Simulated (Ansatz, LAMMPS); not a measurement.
# Structural relaxation of amorphous polythiophene with methane (capped chains of 7 units), from a frame at 300 K (258 atoms)

How does amorphous polythiophene with methane (capped chains of 7 units), from a frame at 300 K (258 atoms) relax, and what do bonds, charges and levels look like afterwards?

Program: Ansatz 0.2.0. Level of theory: Kohn-Sham DFT, PBE+D4, PAW (set soft_2), plane waves. Results are calculated unless marked as measured.

### Step 1. The starting structure

The cell holds 258 atoms: 126 C, 28 S and 104 H. Its edges and angles: a = 14.999 Å, b = 14.999 Å, c = 14.999 Å, α = 90.0°, β = 90.0°, γ = 90.0°. 4 polythiophene chains of 7 units with methyl end groups, 6 methane placed at random, at 1.24 g/cm³; overlaps pushed apart, then 20 ps at 800 K with MMFF94 bonds, angles, torsions, charges and radii (Halgren, J. Comput. Chem. 17, 490 (1996)) in harmonic and 12-6 forms. Snapshot after 30 ps at 300 K and fixed volume.

Limits known from the start: The network of contacts between molecules at the start is that of the classical potential that made the cell. Only the Γ point is sampled, in a cell whose shortest periodic width is 15 Å.

### Step 2. The classical run that made the cell

A classical potential supplies the starting structure, since it reaches far longer times than DFT.

This step: classical MD, MMFF94 bonds, angles, torsions, charges and radii (Halgren, J. Comput. Chem. 17, 490 (1996)) in harmonic and 12-6 forms; charges of ions scaled by 0.8 (LAMMPS 22 Jul 2025 - Update 4).

File in.lmp:

```
# amorphous polythiophene with methane
units real
atom_style full
boundary p p p
bond_style harmonic
angle_style harmonic
dihedral_style opls
improper_style harmonic
special_bonds lj 0 0 0.5 coul 0 0 0.75
read_data data.lmp
neigh_modify delay 0 every 1 check yes one 4000
comm_modify cutoff 12.0
timestep 0.5
thermo_style custom step time temp pe press density
thermo_modify norm yes
# push overlapping molecules apart
pair_style soft 2.6
pair_coeff * * 0.0
variable a equal ramp(1,60)
fix ad all adapt 1 pair soft a * * v_a
velocity all create 800 752839 mom yes dist gaussian
fix lim all nve/limit 0.03
fix lan all langevin 800 800 50 752840 zero yes
thermo 1000
run 3000 post no
unfix ad
pair_style lj/cut/coul/long 9.0
pair_modify mix arithmetic tail yes
pair_coeff 1 1 0.0678 3.3680   # C
pair_coeff 2 2 0.0678 3.5860   # C
pair_coeff 3 3 0.2681 3.7370   # S
pair_coeff 4 4 0.0216 2.5400   # H
kspace_style pppm 1.0e-4
thermo 100
# [... 16 lines left out ...]
compute msd all msd com yes
thermo 7500
fix md all nvt temp 300 300 100
run 30000 post no
print "== T300: mean square displacement over the hold $(c_msd[4]:%.2f) A^2"
unfix md
uncompute msd
write_dump all custom T300.dump id type xs ys zs modify sort id
```

Started as:

```bash
lmp -in in.lmp -log none -nocite
```

Numbers of over 12 decimals in the logs are rounded to 6 here.

Log:

```text
LAMMPS (22 Jul 2025 - Update 4)
Reading data file ...
  orthogonal box = (0 0 0) to (14.9994 14.9994 14.9994)
  258 atoms
  orthogonal box = (0 0 0) to (14.9994 14.9994 14.9994)
  276 bonds
  448 angles
  544 dihedrals
  112 impropers
   Step          Time           Temp          PotEng         Press         Density
         0   0              800            0.77129518    -2924.6792      1.2379994
      1000   500            752.47727      2.3757583      9535.1982      1.2379994
      2000   1000           644.56441      2.343667       12474.548      1.2379994
      3000   1500           682.74847      2.329914       14498.965      1.2379994
[... 29 lines left out ...]
Loop time of 10.8839 s on 1 MPI rank(s) for 20000 steps with 258 atoms
   Step          Time           Temp          PotEng         Press         Density
[... 4 lines left out ...]
Loop time of 10.5402 s on 1 MPI rank(s) for 20000 steps with 258 atoms
   Step          Time           Temp          PotEng         Press         Density
[... 2 lines left out ...]
     52500   51500          307.24304      0.69200751    -1790.9092      1.2379994
     60000   59000          307.46117      0.65276559     2765.8855      1.2379994
     67500   66500          318.05907      0.66496289    -994.2336       1.2379994
     72000   71000          287.54796      0.60818855     1064.1269      1.2379994
Loop time of 15.2782 s on 1 MPI rank(s) for 30000 steps with 258 atoms
== T300: mean square displacement over the hold 3.83 A^2
```

Run time: 39 s. Hardware: 1 thread of AMD EPYC 9R45, shared host; peak memory 0.12 GiB.

The input also reads data.lmp (atoms, bonds and types; not printed here).

### Step 3. Single point at the start

The forces at the start show how far the geometry lies from a minimum of this functional.

File input.yaml:

```yaml
crystal:
  lattice:
    - [14.9994, 0.0, 0.0]
    - [0.0, 14.9994, 0.0]
    - [0.0, 0.0, 14.9994]
  atoms:
    - { symbol: C, position: [0.0549, 0.97611, 0.87234] }
    - { symbol: C, position: [0.11906, 0.9497, 0.94317] }
    - { symbol: C, position: [0.11358, 0.88547, 0.00722] }
    - { symbol: C, position: [0.19143, 0.88461, 0.05979] }
    - { symbol: C, position: [0.26406, 0.93489, 0.03603] }
    - { symbol: S, position: [0.22118, 0.00759, 0.95396] }
    - { symbol: C, position: [0.34789, 0.93903, 0.0759] }
    - { symbol: C, position: [0.39993, 0.01357, 0.08164] }
    - { symbol: C, position: [0.48222, 0.99721, 0.12761] }
    - { symbol: C, position: [0.49699, 0.90592, 0.14524] }
    - { symbol: S, position: [0.41053, 0.84339, 0.10669] }
    - { symbol: C, position: [0.56574, 0.86613, 0.19677] }
    - { symbol: C, position: [0.57658, 0.78188, 0.22653] }
    - { symbol: C, position: [0.66285, 0.76522, 0.26509] }
    - { symbol: C, position: [0.71842, 0.83505, 0.26243] }
    - { symbol: S, position: [0.66042, 0.92498, 0.22084] }
    - { symbol: C, position: [0.812, 0.83747, 0.28244] }
    - { symbol: C, position: [0.86486, 0.76198, 0.30749] }
    - { symbol: C, position: [0.95769, 0.78296, 0.30908] }
    - { symbol: C, position: [0.97109, 0.87364, 0.29539] }
    - { symbol: S, position: [0.87136, 0.93181, 0.28306] }
    - { symbol: C, position: [0.05395, 0.92147, 0.29599] }
    - { symbol: C, position: [0.13492, 0.88586, 0.28999] }
    - { symbol: C, position: [0.2045, 0.94632, 0.29371] }
    - { symbol: C, position: [0.17516, 0.03446, 0.29415] }
    - { symbol: S, position: [0.06149, 0.03403, 0.2875] }
    - { symbol: C, position: [0.21929, 0.11561, 0.30443] }
    - { symbol: C, position: [0.18268, 0.1978, 0.3084] }
    - { symbol: C, position: [0.24503, 0.2634, 0.31246] }
    - { symbol: C, position: [0.33224, 0.2322, 0.31729] }
    - { symbol: S, position: [0.33433, 0.11798, 0.32507] }
    - { symbol: C, position: [0.41398, 0.28043, 0.30739] }
    [... 220 atom lines left out ...]
    - { symbol: H, position: [0.55847, 0.59069, 0.06951] }
    - { symbol: C, position: [0.88034, 0.49257, 0.20315] }
    - { symbol: H, position: [0.94777, 0.52082, 0.21294] }
    - { symbol: H, position: [0.87811, 0.42277, 0.22577] }
    - { symbol: H, position: [0.86291, 0.49403, 0.13529] }
    - { symbol: H, position: [0.83432, 0.52866, 0.24782] }
kpoints:
  mp_grid: { grid: [1, 1, 1] }
hamiltonian:
  xc: pbe
  dispersion: d4
scf:
  occupations: { method: fixed }
output:
  forces: true
  stress: true
  populations: true
  dos:
    method: { smearing: { sigma: 0.15 } }
    de: 0.1
    projected: { site_lists: { C: [C], H: [H], S: [S] } }
  eigenvalues: true
```

Started as:

```bash
ansatz run input.yaml --threads 4 --pin off --max-ram 8192MiB --backend cpu --events-out ev --progress --plain --runs-dir out
```

Log:

```text
Engine: ansatz 0.2.0, x86_64-unknown-linux-gnu
Pseudopotentials: kind: paw
Pseudopotential: C, paw, valence charge 4, recommended cutoff 420 eV (normal), C.paw.azcp
Pseudopotential: S, paw, valence charge 6, recommended cutoff 420 eV (normal), S.paw.azcp
Pseudopotential: H, paw, valence charge 1, recommended cutoff 420 eV (normal), H.paw.azcp
[... 5 lines on functional and potentials left out ...]
Crystal: 258 atoms, lattice volume = 3374.595 Å³
Basis set: ecut = 420 eV, 65867 PW (Γ), exchange–correlation on 216×216×216 points (8 copies of the dense FFT grid, shifted against one another)
Bands: 646, of which v1, the nominal top of the filled ones, is band 388 counted from 1 (387 counted from 0)
Symmetry: 1 space group operations
Space group: P1 (ITA 1), of the structure as read, at distance tolerance 1.5e-4 Å
k-points: 1
[... 7 lines on functional and potentials left out ...]
Initial density: superposition of atomic densities (neutral atoms: chi_scale 0, normalization atom), corrected by the library's trained network
Initial wavefunctions: pseudopotential atomic-orbital guess
Functional: x = pbe(κ = 0.804, μ = 0.219515), c = pbe(β = 0.066725)
SCF iter   1: F=—  HF=-58533.572829 eV  |F-HF|=—  |Δ(HF+E_count)|=         —  Δρ=6.54e-3  dr2=3.02e0  ethr=1.77e-3  ⟨swp⟩=5.0  Hψ=2333  notcnv=0  defer=256
preconditioner: auto → Resta (q_TF=auto, 2.135 Å⁻¹)  ε∞=2.6  [insulator: Δε(μ)=1.400 eV  Ē_g=13.970 eV  n_scr=514 (ndim 8)  ℏωp=17.8 eV  f_vac=0.205  ε∞_Penn≈2.6]
SCF iter   2: F=—  HF=-58532.830469 eV  |F-HF|=—  |Δ(HF+E_count)|=   7.42e-1  Δρ=2.89e-3  dr2=2.77e-1  ethr=3.90e-4  ⟨swp⟩=2.0  Hψ=832  notcnv=0  defer=256
SCF iter   3: F=—  HF=-58532.823354 eV  |F-HF|=—  |Δ(HF+E_count)|=   7.12e-3  Δρ=1.23e-3  dr2=6.85e-2  ethr=3.57e-5  ⟨swp⟩=2.0  Hψ=690  notcnv=0  defer=256
SCF iter   4: F=—  HF=-58532.832423 eV  |F-HF|=—  |Δ(HF+E_count)|=   9.07e-3  Δρ=5.30e-4  dr2=1.75e-2  ethr=8.83e-6  ⟨swp⟩=3.0  Hψ=759  notcnv=0  defer=256
SCF iter   5: F=—  HF=-58532.831234 eV  |F-HF|=—  |Δ(HF+E_count)|=   1.19e-3  Δρ=1.83e-4  dr2=1.98e-3  ethr=2.26e-6  ⟨swp⟩=2.0  Hψ=780  notcnv=0  defer=256
SCF iter   6: F=—  HF=-58532.831608 eV  |F-HF|=—  |Δ(HF+E_count)|=   3.74e-4  Δρ=7.24e-5  dr2=3.11e-4  ethr=2.55e-7  ⟨swp⟩=2.0  Hψ=688  notcnv=0  defer=254
SCF iter   7: F=—  HF=-58532.831654 eV  |F-HF|=—  |Δ(HF+E_count)|=   4.59e-5  Δρ=3.04e-5  dr2=5.30e-5  ethr=4.01e-8  ⟨swp⟩=2.0  Hψ=778  notcnv=0  defer=250
SCF iter   8: F=—  HF=-58532.835636 eV  |F-HF|=—  |Δ(HF+E_count)|=   3.98e-3  Δρ=1.02e-5  dr2=5.10e-6  ethr=6.83e-9  ⟨swp⟩=2.0  Hψ=938  notcnv=0  defer=251
SCF iter   9: F=—  HF=-58532.835637 eV  |F-HF|=—  |Δ(HF+E_count)|=   1.13e-6  Δρ=4.86e-6  dr2=1.28e-6  ethr=6.58e-10  ⟨swp⟩=2.0  Hψ=767  notcnv=0  defer=251
SCF iter  10: F=—  HF=-58532.835637 eV  |F-HF|=—  |Δ(HF+E_count)|=   1.01e-7  Δρ=1.42e-6  dr2=1.18e-7  ethr=1.66e-10  ⟨swp⟩=2.0  Hψ=694  notcnv=0  defer=251
SCF iter  11: F=-58532.835637 eV  HF=-58532.835637 eV  |F-HF|=7.58e-9  |Δ(HF+E_count)|=   2.61e-8  Δρ=6.36e-7  dr2=2.55e-8  ethr=1.29e-11  ⟨swp⟩=18.0  Hψ=4925  notcnv=0
SCF 1 converged in 11 iterations: F = -58532.835637 eV  dr2 = 2.55e-8
  greatest PAW one-centre occupation: 0.865 electrons in one spin orbital (limit 2), on the S atom at site 67 (counted from 0), in its partial waves of l = 0
SCF converged after 11 iterations
Free energy (F): -58532.835637 eV
Harris-Foulkes:  -58532.835637 eV  (|F-HF|=7.58e-9)
Internal energy: -58532.835637 eV  (E = F + TS)
E sigma→0 (E₀):  -58532.835637 eV
Fermi energy:    1.602251 eV
--- Per-component energies (eV) ---
  E_band       = -4980.093668
  E_kinetic    = 15911.401091
  E_local      = -48288.338547  (includes V_loc(G=0)·N_el)
  E_nonlocal   = 4434.700364
  E_hartree    = 17582.211602
  E_xc         = -9695.895289
  E_vxc        = -11127.222540  (∫ρ·V_xc dr)
  E_paw        = -29390.425042  (= ΣΔE_a)
  E_vpaw       = -1074.916965  (= ΣTr[D̂ρ^β])
  E_aug_tail   = -0.142529  (compensation charges beyond the density's cutoff)
  E_ewald      = -9065.318349
  E_disp       = -21.028938  (pairwise vdW)
  E_smearing   = -0.000000  (= −TS)
  E_closure    = 0.000000  (closes the sum)
  Σ components = -58532.835637   (vs F -58532.835637, Δ=0.00e0)
--- Forces (eV/Å), atoms counted from 1 ---
  atom   1  C      1.32871193    -0.34165887    -0.87160430
  atom   2  C      0.30914172     0.59819875    -0.22970703
  atom   3  C      0.24865842     0.17232670     0.23322921
  atom   4  C     -0.21339959    -1.79428387     0.71516771
  atom   5  C     -2.84385119     0.23681559    -0.54348678
  atom   6  S      0.26000683    -0.14688234    -0.76715163
  atom   7  C      1.30514018    -0.50208703    -0.45210542
  atom   8  C      1.37374535     0.01964041     1.93597467
  atom   9  C      0.31403467    -0.07419815     0.04668587
  atom  10  C     -0.34570048     1.71245228     0.09052204
  atom  11  S     -1.26726156    -0.01268861    -0.20005621
  atom  12  C      0.29443983     0.84975965    -0.26988389
  atom  13  C      0.39442298    -2.29747086     0.84766559
  atom  14  C     -1.96929301    -1.95331127    -0.56329560
[...]
atom 257  H     -0.54270325     0.28170653    -1.42522675
  atom 258  H     -0.00993250     0.07176906    -0.43033983
  max |Σ_I F_I| component: 3.76e-5 eV/Å
--- Stress (GPa, compression-positive) ---
        2.236037       1.007094       0.132151
        1.007094       2.829183      -0.193103
        0.132151      -0.193103       1.222659
  P = ⅓ Tr σ = 2.0960 GPa (20.960 kbar)
--- Band table (eV) ---
  k-point 0: bands = ["-17.1787", "-17.0284", "-17.0178", "-16.9696", [... 630 levels ...], "10.3552", "10.3681", "10.3887", "10.4091", "10.4427", "10.4522", "10.4625", "10.4861", "10.5148", "10.5389", "10.5597", "10.5716"]
--- Löwdin populations: 258 sites ---
  site symbol       q [e]
     0      C      4.4555
     1      C      4.0509
     2      C      4.1629
[...]
257      H      0.8168
  spilling = 0.012886 (of n_electrons = 776.000000)
```

Run time: 33 s. Hardware: 4 threads of AMD EPYC 9R45, shared host; peak memory 5.2 GiB.

The column dr2 measures how far the density is from self-consistency, as an energy; F and HF (Harris–Foulkes) agree once it is small.

Read from the output:

- free energy: -58532.8356 eV
- free energy per atom: -226.8715 eV/atom
- SCF cycles: 11
- pressure: 2.096 GPa
- r.m.s. force component: 0.8561 eV/Å
- longest force: 3.694 eV/Å
- Fermi energy: 1.602 eV
- gap (highest filled to lowest empty level): 1.337 eV
- spilling of the projection: 0.01289

The r.m.s. force component of 0.86 eV/Å and the pressure of 2.1 GPa set the starting point.

Neighbours are counted within 1.85 Å (C-C), 1.34 Å (C-H), 2.17 Å (C-S).

Length of the force by element and coordination:

```
element  coordination  atoms  mean length of the force (eV/Å)  spread  least  most
      C           all    126                             1.69   0.823  0.247  3.69
      C             3    112                             1.69   0.857  0.247  3.69
      C             4     14                             1.69   0.473  0.863  2.70
      H           all    104                            0.804   0.418  0.132  1.91
      S           all     28                             1.06   0.464  0.353  2.25
```

(Continued in part 2 of 3.)

[Logs are printed without paths, hosts, clocks, repeated set-up lines and the standing remarks that a program may print on its own settings, such as how far it seeks lower states.]

[Hosts, paths, dates, database ids (printed as entryN), source tags and the programs' standing remarks are cut or masked in the printed files.]

[The MMFF94 radii named for the starting cell were scaled by 0.96; in molecules described by MMFF94, hydrogen bound to N, O or S took a small fixed 12-6 site in their place.]
